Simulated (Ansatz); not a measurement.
# Pt (Fm-3m, 1 atom in the cell): relaxing the cell for a phonon run

Wanted: the relaxed cell of Pt (Fm-3m, 1 atom in the cell).

Program: Ansatz 0.2.0. Level of theory: DFT PBEsol, scalar-relativistic, plane waves, PAW. Results are calculated unless marked as measured.

Experimental background.

“Crystal structure of Nd10.67Pt4O24, a new neodymium platinate” (2024, arxiv:2412.16732) reports for Pt, fcc, by powder X-ray diffraction, Rietveld (Pt in the cooled residue of the platinate partly decomposed at about 960 C): lattice constant a (a, cubic cell) 3.9227 ± 0.0002 Å [Pt in a mixed-phase decomposition product after thermogravimetry; sample displacement …].

## 1. The starting structure

The structure is cubic, space group Fm-3m (No. 225). The conventional cell has a = 3.922 Å, b = 3.922 Å, c = 3.922 Å, α = 90.00°, β = 90.00°, γ = 90.00°. Nearest to Pt lie 12 Pt at 2.77 Å.

## 2. A coarse first look

First a cheap look: the gap decides the mesh and the occupations, the pressure tells how far the cell has to move.

Input file input.yaml:

```yaml
crystal:
  lattice:
    - [0.0, 1.9609, 1.9609]
    - [1.9609, 0.0, 1.9609]
    - [1.9609, 1.9609, 0.0]
  atoms:
    - { symbol: Pt, position: [0.0, 0.0, 0.0] }
kpoints:
  mp_grid: { grid: [8, 8, 8] }
hamiltonian:
  xc: pbesol
scf:
  occupations: { method: gaussian, width: 0.1 }
output:
  forces: true
  stress: true
  eigenvalues: true
```

Run with:

```console
ansatz run input.yaml --threads 4 --pin off --max-ram 7168MiB --backend cpu --events-out ev --progress --plain --runs-dir out
```

Numbers of over 12 decimals in the logs are rounded to 6 here.

The program printed:

```text
Engine: ansatz 0.2.0, aarch64-unknown-linux-gnu
Pseudopotentials: kind: paw
Pseudopotential: Pt, paw, valence charge 18, recommended cutoff 420 eV (normal), Pt.paw.azcp
Functional definition: PBEsol
  exchange = pbesol_x
  correlation = pbesol_c
Crystal: 1 atoms, lattice volume = 15.080 Å³
[...]
--- Band table (eV; the first three rows and the last of 29) ---
  k-point 0: bands = [... 5 lower, 19.3846, 19.3846, 19.3846, 21.5627, 21.5627, 37.7945, 42.7257, 42.7257]
  k-point 1: bands = [... 5 lower, 19.1412, 19.6052, 19.6052, 21.4612, 21.4612, 38.6801, 40.2758, 43.6538]
  k-point 2: bands = [... 5 lower, 19.0305, 19.7623, 19.7623, 21.7388, 21.7388, 36.4620, 39.5213, 45.7360]
  k-point 28: bands = [... 5 lower, 18.6148, 18.6148, 21.1838, 23.6939, 30.2868, 31.4506, 31.4506, 35.2223]
[key lines of the parts left out:]
SCF converged after 6 iterations
Free energy (F): -12383.812512 eV
Fermi energy:    23.163730 eV
P = ⅓ Tr σ = -1.4085 GPa (-14.085 kbar)
```

The job ended after 0.36 s (4 threads of Arm Neoverse V1, shared host; peak memory 0.25 GiB; 0.74 s of CPU time).

Numbers from this step:

- pressure: -1.408 GPa
- volume per atom: 15.08 Å³
- gap on the k-mesh: 0 eV

The coarse mesh shows no gap and a pressure of -1.4 GPa.

## 3. Bringing the structure to rest

Harmonic phonons are second derivatives at a point where the forces vanish, and they are wanted at zero stress, so atoms and cell are relaxed first.

input.yaml, the sections that differ from step 2:

```yaml
kpoints:
  mp_grid: { grid: [18, 18, 18] }
relax:
  adjacent_minimum: "off"
  f_tol: 0.005
  max_steps: 80
  cell: { stress_tol: 0.05 }
# crystal, hamiltonian, scf, output: as in step 2
```

The program printed:

```text
[...]
Crystal: 1 atoms, lattice volume = 15.080 Å³
Basis set: ecut = 420 eV, 283 PW (Γ), exchange–correlation on 40×40×40 points (8 copies of the dense FFT grid, shifted against one another)
Bands: 13, of which v1, the nominal top of the filled ones, is band 9 counted from 1 (8 counted from 0)
Symmetry: 48 space group operations
[...]
k-points: 195 of 5832
[...]
SCF iter   1: F=—  HF=-12383.823259 eV  |F-HF|=—  |Δ(HF+E_count)|=         —  Δρ=6.89e-3  dr2=5.68e-3  ethr=1.77e-3  ⟨swp⟩=5.0  Hψ=14048  notcnv=0
[...]
SCF iter   6: F=-12383.821420 eV  HF=-12383.821420 eV  |F-HF|=7.28e-12  |Δ(HF+E_count)|=   1.55e-9  Δρ=5.70e-7  dr2=1.27e-11  ethr=4.27e-11  ⟨swp⟩=2.0  Hψ=7550  notcnv=0
SCF 1 converged in 6 iterations: F = -12383.821420 eV  dr2 = 1.27e-11
[...]
relax step   1: F+E_penalty+E_count = -12383.82141959 eV  Δ(F+E_penalty+E_count) = +0.000e0 eV  max|allowed force component| = 0.000e0 eV/Å  Δτ_max = 0.0000 Å  P = -0.820 GPa  Ω = 15.080 Å³  (6 SCF iters, dr2 threshold 1.00e-7 eV, accepted)
Crystal: 1 atoms, lattice volume = 14.959 Å³
[...]
iter 1 solved again at ethr=1.58e-7 eV; its pass at ethr=3.10e-3 eV (dr2=2.85e-5 eV) is discarded
[...]
SCF iter   4: F=-12383.821215 eV  HF=-12383.821215 eV  |F-HF|=8.29e-10  |Δ(HF+E_count)|=   6.79e-8  Δρ=6.28e-6  dr2=1.55e-9  ethr=5.56e-10  ⟨swp⟩=4.1  Hψ=8042  notcnv=0
SCF 2 converged in 4 iterations: F = -12383.821215 eV  dr2 = 1.55e-9
relax step   2: F+E_penalty+E_count = -12383.82121520 eV  Δ(F+E_penalty+E_count) = +2.044e-4 eV  max|allowed force component| = 0.000e0 eV/Å  Δτ_max = 0.0000 Å  P = +1.508 GPa  Ω = 14.959 Å³  energy of the carried Pulay correction = +4.800e-5 eV  (4 SCF iters, dr2 threshold 1.00e-7 eV, rejected (line search))
Crystal: 1 atoms, lattice volume = 15.037 Å³
[...]
SCF iter   6: F=-12383.821548 eV  HF=-12383.821548 eV  |F-HF|=3.64e-12  |Δ(HF+E_count)|=  3.64e-12  Δρ=1.10e-7  dr2=4.75e-13  ethr=1.00e-12  ⟨swp⟩=5.0  Hψ=9495  notcnv=0
SCF 3 converged in 6 iterations: F = -12383.821548 eV  dr2 = 4.75e-13
relax step   3: F+E_penalty+E_count = -12383.82154782 eV  Δ(F+E_penalty+E_count) = -1.282e-4 eV  max|allowed force component| = 0.000e0 eV/Å  Δτ_max = 0.0000 Å  P = -0.009 GPa  Ω = 15.037 Å³  energy of the carried Pulay correction = +1.695e-5 eV  (6 SCF iters, accepted)
[...]
SCF iter   4: F=-12383.821529 eV  HF=-12383.821529 eV  |F-HF|=1.82e-12  |Δ(HF+E_count)|=  1.09e-11  Δρ=1.80e-7  dr2=1.06e-12  ethr=1.00e-12  ⟨swp⟩=5.1  Hψ=9854  notcnv=0
SCF 4 converged in 4 iterations: F = -12383.821529 eV  dr2 = 1.06e-12
relax step   4: F+E_penalty+E_count = -12383.82152908 eV  Δ(F+E_penalty+E_count) = +1.875e-5 eV  max|allowed force component| = 0.000e0 eV/Å  Δτ_max = 0.0000 Å  P = -0.008 GPa  Ω = 15.037 Å³  stress off target by 8.04e-3 GPa  SCF on the basis re-selected at this cell (its energy is not comparable with the rows above)  (4 SCF iters)
basis re-selected at this cell: Δ(F+E_penalty+E_count) = +1.875e-5 eV, ΔP = +0.001 GPa vs the last step (what re-selecting the basis moved, of the pressure what is left beyond the Pulay correction that the steps carried, after the strain that the cell walked since its last selection, with what the two solves' SCF thresholds leave and, on support functions, any second-order correction that the steps lacked; it is no measure of the basis error at this ecutwfc). This SCF's stress stands 8.04e-3 GPa from its target on what of the cell is left free (relax.cell.stress_tol is 5.00e-2 GPa) and its largest allowed force component is 0.00e0 eV/Å (relax.f_tol is 5.00e-3 eV/Å): [rest of the remark cut]
SCF converged after 4 iterations
Free energy (F): -12383.821529 eV
[...]
Internal energy: -12383.810927 eV  (E = F + TS)
E sigma→0 (E₀):  -12383.816228 eV
Entropy (-TS):   -0.010602 eV (-10.602 meV/atom)
Fermi energy:    23.321715 eV
[...]
--- Stress (GPa, compression-positive) ---
       -0.008035      -0.000000      -0.000000
       -0.000000      -0.008035      -0.000000
       -0.000000      -0.000000      -0.008035
  P = ⅓ Tr σ = -0.0080 GPa (-0.080 kbar)
--- Band table (eV; the first three rows and the last of 195) ---
  k-point 0: bands = [... 5 lower, 19.4821, 19.4821, 19.4821, 21.6755, 21.6755, 37.8736, 42.8226, 42.8226]
  k-point 1: bands = [... 5 lower, 19.4253, 19.5325, 19.5325, 21.6468, 21.6468, 38.0683, 42.1547, 43.0131]
  k-point 2: bands = [... 5 lower, 19.2793, 19.6646, 19.6646, 21.5853, 21.5853, 38.5991, 40.7593, 43.5670]
  k-point 194: bands = [... 5 lower, 18.2754, 19.1761, 21.3745, 23.8203, 30.4397, 30.8529, 32.2239, 35.3475]
--- Relaxed structure (3 steps of the walk, 2 accepted, 1 SCFs on fresh bases) ---
  F+E_penalty+E_count = -12383.82152908 eV   max|allowed force component| = 0.000e0 eV/Å   (the final SCF, on the basis selected at the relaxed cell)
  cell:  # Å, volume = 15.0370 Å³
    - [0, 1.959040, 1.959040]
    - [1.959040, 0, 1.959040]
    - [1.959040, 1.959040, 0]
  atoms:
    - { symbol: Pt, position: [0.0, 0.0, 0.0] }
```

Run time: 3 s. Hardware: 4 threads; peak memory 0.32 GiB; 10 s of CPU time.

Little changed from the start: no atom moved by 0.005 Å and no cell edge by 0.1 %.

Numbers from this step:

| Quantity | Value |
| --- | --- |
| pressure | -0.008035 GPa |
| volume per atom | 15.04 Å³ |

In this step the volume went from 15.08 to 15.04 Å³/atom.

## 4. Relaxing to small forces for the phonons

Phonons need a cell at rest on their own settings, so the relaxation is repeated with tight tolerances on forces and stress on the k mesh and occupations of the first response run.

Input file input.yaml:

```yaml
crystal:
  lattice:
    - [0.0, 1.9590400303, 1.9590400303]
    - [1.9590400303, 0.0, 1.9590400303]
    - [1.9590400303, 1.9590400303, 0.0]
  atoms:
    - { symbol: Pt, position: [0.0, 0.0, 0.0] }
kpoints:
  mp_grid: { grid: [20, 20, 20] }
hamiltonian:
  xc: pbesol
scf:
  occupations: { method: methfessel_paxton, width: 0.2 }
output:
  forces: true
  stress: true
  eigenvalues: true
relax:
  adjacent_minimum: "off"
  f_tol: 0.001
  max_steps: 60
  cell: { stress_tol: 0.01 }
```

The program printed:

```text
[...]
Crystal: 1 atoms, lattice volume = 15.037 Å³
Basis set: ecut = 420 eV, 283 PW (Γ), exchange–correlation on 40×40×40 points (8 copies of the dense FFT grid, shifted against one another)
Bands: 13, of which v1, the nominal top of the filled ones, is band 9 counted from 1 (8 counted from 0)
[... 1 set-up line as in the run before ...]
[...]
k-points: 256 of 8000
[...]
k-point 2: bands = [... 5 lower, 19.3216, 19.6430, 19.6430, 21.6081, 21.6081, 38.4788, 41.0699, 43.4375]
  k-point 255: bands = [... 5 lower, 18.7112, 18.7112, 21.2992, 23.8320, 30.4200, 31.5757, 31.5757, 35.3629]
--- Relaxed structure (3 steps of the walk, 2 accepted, 1 SCFs on fresh bases) ---
[...]
cell:  # Å, volume = 15.0336 Å³
    - [0.0, 1.958893, 1.958893]
    - [1.958893, 0, 1.958893]
    - [1.958893, 1.958893, 0]
  atoms:
    - { symbol: Pt, position: [0.0, 0.0, 0.0] }
[key lines of the parts left out:]
SCF converged after 5 iterations
Free energy (F): -12383.820776 eV
Fermi energy:    23.332903 eV
P = ⅓ Tr σ = -0.0001 GPa (-0.001 kbar)
```

Elapsed: 3.5 s, on 4 threads; peak memory 0.34 GiB; 12 s of CPU time.

Little changed from the start: no atom moved by 0.005 Å and no cell edge by 0.1 %.

Numbers from this step:

| Quantity | Value |
| --- | --- |
| pressure | -9.36e-5 GPa |
| volume per atom | 15.03 Å³ |

The forces vanish by symmetry and the pressure is 0.000 GPa, within the tolerances set. The cell now holds 15.03 Å³/atom.

## 5. What came out

| Item | Value |
| --- | --- |
| space group after relaxation (within 0.01 Å) | Fm-3m |
| lattice constant a | 3.918 Å |
| lattice constant b | 3.918 Å |
| lattice constant c | 3.918 Å |
| volume per atom | 15.0 Å³ |

In words: The forces vanish by symmetry and the pressure is 0.000 GPa, within the tolerances set. The cell now holds 15.03 Å³/atom. The relaxation keeps the symmetry of its start, so it says nothing on stability against lower symmetry. Spin-orbit coupling is left out, which can matter for the heavy elements here.

Computed beside measured:

```
              quantity  measured     PBEsol, PAW
lattice constant a (Å)    3.9227  3.918 (-0.1 %)
```

Measured values from arxiv:2412.16732 (2024).

**Verdict.** The lattice constant a is off by -0.1 %: good agreement. The grades are ours: good and fair within 0.7 and 1.5 % for the lattice constant a. Zero-point motion and thermal expansion are not in the computed lattice constants.

[Logs are printed without paths, hosts, clocks, repeated set-up lines and the standing remarks that a program may print on its own settings, such as how far it seeks lower states.]

[Hosts, paths, dates, database ids (printed as entryN), source tags and the programs' standing remarks are cut or masked in the printed files.]
